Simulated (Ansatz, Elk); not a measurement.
## How far do independent atoms describe MgHF?

Structure refinements treat a crystal as free atoms side by side. For a made-up structure of MgHF (cell and positions from a PBE relaxation) the runs below show what the calculated density changes in F(hkl).

Main program and level: Elk 11.2.3 (patched build); DFT, PBE, all-electron APW+lo, Dirac cores, scalar-relativistic bands, static density, no spin.

The structure was built from a prototype and need not be the compound's stable phase.

## (1) Set-up

It takes space group P4/nmm (No. 129, tetragonal). The conventional cell has a = 3.311 Å, b = 3.311 Å, c = 5.042 Å, α = 90.00°, β = 90.00°, γ = 90.00°. Mg has 5 F at 1.98 to 2.48 Å and 4 H at 2.00 Å nearest. F has 5 Mg at 1.98 to 2.48 Å nearest. Nearest to H lie 4 Mg at 2.00 Å. Farther neighbours and most contacts between anions are not listed.

## (2) Ground state and structure factors

An all-electron density is needed, since X-rays see the cores too. Task 0 finds the density and task 195 Fourier-transforms it; tshift is off so that phases refer to the origin typed.

elk.in

```
tasks
  0
  195

xctype
  20

spinpol
  .false.

rgkmax
  7.0

gmaxvr
  14.0

lmaxo
  7

lmaxapw
  8

swidth
  0.002

tshift
  .false.

ramdisk
  .false.

hmaxvr
  5.5

maxscl
  120

epspot
  1e-06

sppath
  './'

avec
  6.25752852454 0.00000000000 0.00000000000
  0.00000000000 6.25752852454 0.00000000000
  0.00000000000 0.00000000000 9.52774614073

atoms
  3
  'Mg.in'
  2
  0.5000000000 0.0000000000 0.7775758918   0.000000 0.000000 0.000000
  -0.0000000000 0.5000000000 0.2224241082   0.000000 0.000000 0.000000
  'F.in'
  2
  0.5000000000 0.0000000000 0.3852328076   0.000000 0.000000 0.000000
  -0.0000000000 0.5000000000 0.6147671924   0.000000 0.000000 0.000000
  'H.in'
  2
  0.5000000000 0.5000000000 -0.0000000000   0.000000 0.000000 0.000000
  0.0000000000 -0.0000000000 -0.0000000000   0.000000 0.000000 0.000000

ngridk
  7 7 5
```

Run with:

```sh
$ OMP_NUM_THREADS=4 elk
```

Numbers of over 12 decimals in the logs are rounded to 6 here.

The log of the run:

```text
┌─────────────────────────┐
│ Elk code version 11.2.3 │
└─────────────────────────┘

All units are atomic (Hartree, Bohr, etc.)

┌─────────────────────────────────────────────────┐
│ Ground-state run starting from atomic densities │
└─────────────────────────────────────────────────┘

Lattice vectors :
   6.257528525       0.000000000       0.000000000
   0.000000000       6.257528525       0.000000000
   0.000000000       0.000000000       9.527746141

Reciprocal lattice vectors :
   1.004100146       0.000000000       0.000000000
   0.000000000       1.004100146       0.000000000
   0.000000000       0.000000000      0.6594618721

Unit cell volume      :    373.0747470
Brillouin zone volume :   0.6648807388

Muffin-tin inner radius fraction :   0.1000000000E-01

Nuclei treated as point charges

Species : 1 (Mg)
 parameters loaded from : Mg.in
 name : magnesium
 nuclear charge    :   -12.00000000
 electronic charge :    12.00000000
 atomic mass :    44305.30466
 muffin-tin radius :    1.931885637
 number of radial points in muffin-tin :    793
 inner part over the whole radius :   0.9957534314E-02
 number on inner part of muffin-tin    :    550
 approximate nuclear radius :   0.5710277704E-04
 number of mesh points to nuclear radius :    243
 atomic positions (lattice), magnetic fields (Cartesian) :
  1 :   0.50000000  0.00000000 -0.22242411    0.00000000  0.00000000  0.00000000
  2 :   0.00000000  0.50000000  0.22242411    0.00000000  0.00000000  0.00000000

Species : 2 (F)
 parameters loaded from : F.in
 name : fluorine
 nuclear charge    :   -9.000000000
 electronic charge :    9.000000000
 atomic mass :    34631.97045
 muffin-tin radius :    1.756259670
 number of radial points in muffin-tin :    593
 inner part over the whole radius :   0.9852298735E-02
 number on inner part of muffin-tin    :    408
 approximate nuclear radius :   0.5278478738E-04
 number of mesh points to nuclear radius :    176
 atomic positions (lattice), magnetic fields (Cartesian) :
  1 :   0.50000000  0.00000000  0.38523281    0.00000000  0.00000000  0.00000000
  2 :   0.00000000  0.50000000 -0.38523281    0.00000000  0.00000000  0.00000000

Species : 3 (H)
 parameters loaded from : H.in
 name : hydrogen
 nuclear charge    :   -1.000000000
 electronic charge :    1.000000000
 atomic mass :    1837.362221
 muffin-tin radius :    1.400000000
 number of radial points in muffin-tin :    393
 inner part over the whole radius :   0.9705542320E-02
 number on inner part of muffin-tin    :    258
 approximate nuclear radius :   0.2766748019E-04
 number of mesh points to nuclear radius :     78
 atomic positions (lattice), magnetic fields (Cartesian) :
  1 :   0.50000000  0.50000000  0.00000000    0.00000000  0.00000000  0.00000000
  2 :   0.00000000  0.00000000  0.00000000    0.00000000  0.00000000  0.00000000

Total number of atoms per unit cell :    6
Total muffin-tin volume :    128.7738049
 ratio of muffin-tin to unit cell volume :   0.3451689130

Spin treatment :
 spin-unpolarised

Number of Bravais lattice symmetries :   16
Number of crystal symmetries         :   16
Crystal has no inversion symmetry
Complex Hermitian eigensolver will be used

k-point grid :      7     7     5
k-point offset :    0.000000000       0.000000000       0.000000000
k-point set is reduced with full crystal symmetry group
Total number of k-points :       30

Muffin-tin radius times maximum |G+k| :    7.000000000
 using average radius
Maximum |G+k| for APW functions       :    4.127240622
Maximum (1/2)|G+k|²                   :    8.517057577
Maximum |G| for potential and density :    14.00000000
Constant for pseudocharge density :    7
 order of it for each species :   14  14  14
 order of it for pair densities of each species (exact exchange by exxq0 0: 15) :   13  10   5
Radial integration step length :    1

G-vector grid sizes :     28    28    45
Number of G-vectors :    17235

Maximum angular momentum used for
 APW functions            :    8
 outer part of muffin-tin :    7
[...]
Estimated direct band gap   :   0.1037797760
 at k-point 21

Charges :
 core                        :    8.000000000
 valence                     :    36.00000000
 interstitial                :    4.211726559
 muffin-tins (core leakage)
  species : 1 (Mg)
   atom 1                    :    10.16503519     ( -0.9495387765E-07)
   atom 2                    :    10.16503519     ( -0.9495387765E-07)
  species : 2 (F)
[...]
species : 3 (H)
   atom 1                    :   0.9396364309     (   0.000000000    )
   atom 2                    :   0.9396364309     (   0.000000000    )
 total in muffin-tins        :    39.78827344
 total calculated charge     :    43.99964214
 total charge                :    44.00000000
 error                       :   0.3578602522E-03

RMS change in Kohn-Sham potential (target) :    128.1426668     (  0.1000000000E-05)
Absolute change in total energy (target)   :    1.018012037     (  0.1000000000E-03)

[... loops 3 to 18 left out ...]

┌──────────────────┐
│ Loop number : 19 │
└──────────────────┘

Energies :
 Fermi                       :     0.172385
 sum of occupied eigenvalues :     -310.80205572597
 electron kinetic            :      602.03223226472
 core electron kinetic       :      419.02582337914
 Coulomb                     :     -1149.2726747376
 Coulomb potential           :     -842.48012560953
 nuclear-nuclear             :     -141.10210589202
 electron-nuclear            :     -1177.8901630349
 Hartree                     :      169.71959418932
 Madelung                    :     -728.03261193286
 xc potential                :     -70.354162381162
 exchange                    :     -53.001481943150
 correlation                 :     -1.574558
 electron entropic           :    -0.57513406796225E-09
 total energy                :     -601.81648225390

Density of states at Fermi energy :   0.9093417890E-05
 (states/Hartree/unit cell)

Estimated indirect band gap :   0.5854744198E-01
 from k-point 21 to k-point 21
Estimated direct band gap   :   0.5854744198E-01
 at k-point 21

Charges :
 core                        :    8.000000000
 valence                     :    36.00000000
 interstitial                :    4.577617469
 muffin-tins (core leakage)
  species : 1 (Mg)
[...]
species : 2 (F)
[...]
species : 3 (H)
   atom 1                    :   0.8743641311     (   0.000000000    )
   atom 2                    :   0.8743641311     (   0.000000000    )
 total in muffin-tins        :    39.42238253
 total calculated charge     :    43.99963562
 total charge                :    44.00000000
 error                       :   0.3643805390E-03

RMS change in Kohn-Sham potential (target) :   0.7915321972E-06 (  0.1000000000E-05)
Absolute change in total energy (target)   :   0.3485706657E-07 (  0.1000000000E-03)

Convergence targets achieved

┌──────────────────┐
│ Loop number : 20 │
└──────────────────┘

Energies :
 Fermi                       :     0.172385
 sum of occupied eigenvalues :     -310.80205563320
 electron kinetic            :      602.03223233366
 core electron kinetic       :      419.02582339391
 Coulomb                     :     -1149.2726747206
 Coulomb potential           :     -842.48012559912
 nuclear-nuclear             :     -141.10210589202
 electron-nuclear            :     -1177.8901630107
 Hartree                     :      169.71959418219
 Madelung                    :     -728.03261192101
 xc potential                :     -70.354162367736
 exchange                    :     -53.001481942175
 correlation                 :     -1.574558
 electron entropic           :    -0.57513400324573E-09
 total energy                :     -601.81648216701

Density of states at Fermi energy :   0.9093416766E-05
 (states/Hartree/unit cell)

Estimated indirect band gap :   0.5854744249E-01
 from k-point 21 to k-point 21
Estimated direct band gap   :   0.5854744249E-01
 at k-point 21

Charges :
 core                        :    8.000000000
 valence                     :    36.00000000
 interstitial                :    4.577617469
 muffin-tins (core leakage)
  species : 1 (Mg)
[...]
atom 2                    :    10.21279748     ( -0.9495388031E-07)
  species : 2 (F)
   atom 1                    :    8.624029660     ( -0.2843511151E-06)
   atom 2                    :    8.624029660     ( -0.2843511151E-06)
  species : 3 (H)
   atom 1                    :   0.8743641304     (   0.000000000    )
   atom 2                    :   0.8743641304     (   0.000000000    )
 total in muffin-tins        :    39.42238253
 total calculated charge     :    43.99963562
 total charge                :    44.00000000
 error                       :   0.3643805393E-03

┌──────────────────────────────┐
│ Self-consistent loop stopped │
└──────────────────────────────┘

Wrote STATE.OUT
```

Run time: 33 s. Hardware: 4 threads of Intel Xeon at 2.80GHz (Skylake/Cascade Lake), shared host; peak memory 0.16 GiB.

SFACRHO.OUT:

```text

h k l indices transformed by vhmat matrix:
   1.000000000       0.000000000       0.000000000    
   0.000000000       1.000000000       0.000000000    
   0.000000000       0.000000000       1.000000000    

      h      k      l  multipl.   |H|            Re(F)            Im(F)           |F|

      0      0      0      1   0.0000000       44.000003      0.36935725E-16   44.000003    
      0      0      1      2  0.65946187      -7.1126316      0.12247292E-16   7.1126316    
      1      0      0      4   1.0041001      0.64718152E-15  0.18709816E-14  0.19797516E-14
      1      0     -1      4   1.2012939     -0.39033136E-14  -8.0850203       8.0850203    
      0      1     -1      4   1.2012939      0.64718152E-15   8.0850203       8.0850203    
      0      0     -2      2   1.3189237      -13.079194      0.28943878E-16   13.079194    
      1      1      0      4   1.4200120      -29.048882      0.32428154E-14   29.048882    
      1     -1      1      8   1.5656705       7.7347412      0.58390556E-15   7.7347412    
      1      0      2      4   1.6576420      0.66740594E-15   17.347091       17.347091    
      0      1      2      4   1.6576420     -0.16179538E-14  -17.347091       17.347091    
      1      1     -2      8   1.9380387       13.630786     -0.67500504E-15   13.630786    
      0      0      3      2   1.9783856     -0.97536138     -0.19354671E-14  0.97536138    
      2      0      0      4   2.0082003       25.720060     -0.31898464E-14   25.720060    
      2      0      1      4   2.1137073      -4.1530588      0.55364357E-15   4.1530588    
      0      2      1      4   2.1137073      -4.1530588     -0.16550846E-16   4.1530588    
      0     -1     -3      4   2.2186092      0.98088449E-15  -19.763021       19.763021    
      0     -1      3      4   2.2186092      0.42167921E-14   19.763021       19.763021    
      2     -1      0      8   2.2452362       0.0000000     -0.42027545E-14  0.42027545E-14
```

Elk indexes on the primitive cell of elk.in and gives |H| = 4π sin θ/λ in inverse bohr. Below, one row stands for each form hkl of the conventional cell (m members, Friedel mates merged), F is for one primitive cell and the density is static (no thermal factor). Free-atom factors are Waasmaier and Kirfel's, and R is Σm||F|−|F'||/Σm|F|.

| hkl | m | sin θ/λ (Å⁻¹) | abs F, DFT | neutral atoms | diff. | abs of complex diff. | ions | diff. |
| --- | --- | --- | --- | --- | --- | --- | --- | --- |
| 001 | 2 | 0.099 | 7.113 | 7.244 | -0.131 | 0.131 | 7.756 | -0.644 |
| 100 | 4 | 0.151 | 0.000 | 0.000 | +0.000 | 0.000 | 0.000 | +0.000 |
| 101 | 8 | 0.181 | 8.085 | 8.458 | -0.373 | 0.373 | 7.983 | +0.102 |
| 002 | 2 | 0.198 | 13.079 | 13.779 | -0.700 | 0.700 | 13.660 | -0.581 |
| 110 | 4 | 0.213 | 29.049 | 29.167 | -0.118 | 0.118 | 29.557 | -0.508 |
| 111 | 8 | 0.235 | 7.735 | 7.077 | +0.657 | 0.657 | 7.243 | +0.492 |
| 102 | 8 | 0.249 | 17.347 | 17.121 | +0.226 | 0.226 | 17.352 | -0.005 |
| 112 | 8 | 0.291 | 13.631 | 13.409 | +0.222 | 0.222 | 13.516 | +0.115 |
| 003 | 2 | 0.297 | 0.975 | 1.229 | -0.253 | 0.253 | 1.305 | -0.330 |
| 200 | 4 | 0.302 | 25.720 | 25.383 | +0.337 | 0.337 | 25.516 | +0.204 |
| 201 | 8 | 0.318 | 4.153 | 4.263 | -0.109 | 0.109 | 4.266 | -0.113 |
| 103 | 8 | 0.334 | 19.763 | 19.772 | -0.009 | 0.009 | 19.833 | -0.070 |
| 210 | 8 | 0.338 | 0.000 | 0.000 | +0.000 | 0.000 | 0.000 | +0.000 |
| 211 | 16 | 0.352 | 7.681 | 7.666 | +0.015 | 0.015 | 7.774 | -0.093 |

The ions are Mg2+, H− and F−, by formal charge.

## (3) The highest occupied states alone

An energy window below the Fermi level keeps the highest occupied states, to see at which angles they scatter; shallow core shells can lie inside it and anion s states outside. No new self-consistency is needed.

Edit elk.in of step 2 so:

```diff
@@ -1,3 +1,2 @@
 tasks
-  0
   195
@@ -40,2 +39,5 @@
 
+wsfac
+  -0.268610 0.472380
+
 sppath
```

Run with:

```sh
$ OMP_NUM_THREADS=4 elk
```

The log of the run:

```text
┌─────────────────────────────────┐
│ Elk code version 11.2.3 started │
└─────────────────────────────────┘

Info(readinput): the functional depends on the density's gradient
 muffin-tin radial points multiplied by    2.00000
 (not where nrmtscf is given)

┌────────────────────┐
│ Current task : 195 │
└────────────────────┘
Info(checkmt): changed muffin-tin radius of species 1 (Mg) from   2.2000 to   1.9319
Info(checkmt): changed muffin-tin radius of species 2 (F) from   2.0000 to   1.7563

Info(sfacrho): density structure factors written to SFACRHO.OUT

 Energy window :  -0.2686100000      0.4723800000

┌──────────────────┐
│ Elk code stopped │
└──────────────────┘
```

It took 3.4 s on 4 threads; peak memory 0.16 GiB.

States within 12 eV below the Fermi level hold 16.00 electrons; any levels below the window count with the cores. Their amplitudes can exceed the total, where window and core parts have opposite phase:

| hkl | sin θ/λ (Å⁻¹) | abs F, window | abs F, all |
| --- | --- | --- | --- |
| 001 | 0.099 | 4.677 | 7.113 |
| 100 | 0.151 | 0.000 | 0.000 |
| 101 | 0.181 | 5.017 | 8.085 |
| 002 | 0.198 | 2.387 | 13.079 |
| 110 | 0.213 | 5.377 | 29.049 |
| 111 | 0.235 | 5.812 | 7.735 |
| 102 | 0.249 | 5.730 | 17.347 |
| 112 | 0.291 | 0.191 | 13.631 |
| 003 | 0.297 | 3.394 | 0.975 |
| 200 | 0.302 | 5.192 | 25.720 |

## (4) Another functional

The difference from free atoms is small, so it is set against the change that PBEsol makes.

Edit elk.in of step 3 so:

```diff
@@ -1,2 +1,3 @@
 tasks
+  0
   195
@@ -4,3 +5,3 @@
 xctype
-  20
+  22
 
@@ -39,5 +40,2 @@
 
-wsfac
-  -0.268610 0.472380
-
 sppath
```

Run with:

```sh
$ OMP_NUM_THREADS=4 elk
```

The log of the run:

```text
┌─────────────────────────┐
│ Elk code version 11.2.3 │
└─────────────────────────┘

All units are atomic (Hartree, Bohr, etc.)

┌─────────────────────────────────────────────────┐
│ Ground-state run starting from atomic densities │
└─────────────────────────────────────────────────┘

Lattice vectors :
   6.257528525       0.000000000       0.000000000
   0.000000000       6.257528525       0.000000000
   0.000000000       0.000000000       9.527746141

Reciprocal lattice vectors :
   1.004100146       0.000000000       0.000000000
[...]
species : 2 (F)
   atom 1                    :    8.606302082     ( -0.2843134035E-06)
   atom 2                    :    8.606302082     ( -0.2843134035E-06)
  species : 3 (H)
   atom 1                    :   0.8569903581     (   0.000000000    )
   atom 2                    :   0.8569903581     (   0.000000000    )
 total in muffin-tins        :    39.35853696
 total calculated charge     :    43.99963619
 total charge                :    44.00000000
 error                       :   0.3638089883E-03

┌──────────────────────────────┐
│ Self-consistent loop stopped │
└──────────────────────────────┘

Wrote STATE.OUT
[key lines of the parts left out:]
total energy                :     -600.35906518188
```

Run time: 36 s. Hardware: 4 threads; peak memory 0.16 GiB; 2 min of CPU time.

Against the first run R = 0.14 %; the largest change is -0.062 at 200.

## (5) Basis size

A smaller basis shows how fast F responds to it; the change is likely larger than the basis error of the first run, but doesn't show convergence.

Edit elk.in of step 4 so:

```diff
@@ -5,3 +5,3 @@
 xctype
-  22
+  20
 
@@ -11,3 +11,3 @@
 rgkmax
-  7.0
+  5.5
```

Run with:

```sh
$ OMP_NUM_THREADS=4 elk
```

The log of the run:

```text
┌─────────────────────────┐
│ Elk code version 11.2.3 │
└─────────────────────────┘

All units are atomic (Hartree, Bohr, etc.)

┌─────────────────────────────────────────────────┐
│ Ground-state run starting from atomic densities │
└─────────────────────────────────────────────────┘

Lattice vectors :
   6.257528525       0.000000000       0.000000000
   0.000000000       6.257528525       0.000000000
   0.000000000       0.000000000       9.527746141

Reciprocal lattice vectors :
   1.004100146       0.000000000       0.000000000
[...]
species : 2 (F)
   atom 1                    :    8.607640710     ( -0.2843520046E-06)
   atom 2                    :    8.607640710     ( -0.2843520046E-06)
  species : 3 (H)
   atom 1                    :   0.8727392366     (   0.000000000    )
   atom 2                    :   0.8727392366     (   0.000000000    )
 total in muffin-tins        :    39.38340981
 total calculated charge     :    43.99967328
 total charge                :    44.00000000
 error                       :   0.3267213859E-03

┌──────────────────────────────┐
│ Self-consistent loop stopped │
└──────────────────────────────┘

Wrote STATE.OUT
[key lines of the parts left out:]
total energy                :     -601.78631008450
```

The job ended after 24 s (4 threads; peak memory 0.16 GiB).

Against the first run R = 0.07 %; the largest change is -0.016 at 200.

## (6) Settings against the effect

| run | R against the first run (%) | R against neutral atoms, low angle (%) | wall time |
| --- | --- | --- | --- |
| PBE, rgkmax 7 | 0.00 | 2.71 | 33 s |
| PBEsol | 0.14 | 2.49 | 36 s |
| rgkmax 5.5 | 0.07 | 2.68 | 24 s |

## (7) Summary of results

| Item | Value |
| --- | --- |
| R against neutral atoms, sin θ/λ < 0.3 Å⁻¹ | 2.71 % |
| R against neutral atoms, 0.3 to 0.83 Å⁻¹ | 0.49 % |
| R against ions, below 0.3 Å⁻¹ | 2.04 % |

**Reading.** Independent neutral atoms miss the calculated amplitudes by R = 2.71 % below 0.3 Å⁻¹ and 0.49 % from there to 0.83 Å⁻¹; by shells, 1.85 % below 0.15 Å⁻¹ (1 form), 2.74 % 0.15 to 0.3 (7 forms), 0.77 % 0.3 to 0.45 (12 forms), 0.43 % above 0.45 (80 forms). Bonding, aspherical density and the tables' own atoms all enter these figures, and the runs don't part them. The largest change of an amplitude is -0.70 electrons, at 002. Weak lines can change much in proportion: 003 goes from 1.23 to 0.98. Formal ions give R = 2.04 % at low angle, nearer than neutral atoms. The window's part falls from 16.0 electrons at the origin to at most 2.22 between 0.45 and 0.83 Å⁻¹, where compact states inside the window still scatter. Below 0.3 Å⁻¹ the changes that finished (PBEsol and rgkmax 5.5) move F by R = 0.24 % at most, against the 2.71 % that separates it from free atoms. The k-mesh has no finished test. Part of the difference isn't bonding: the tables are fits to free atoms and ions calculated by other methods than this functional. Thermal motion, anomalous dispersion and extinction are left out.

[Logs are printed without paths, hosts, clocks, repeated set-up lines and the standing remarks that a program may print on its own settings, such as how far it seeks lower states.]

[Hosts, paths, dates, database ids (printed as entryN), source tags and the programs' standing remarks are cut or masked in the printed files.]
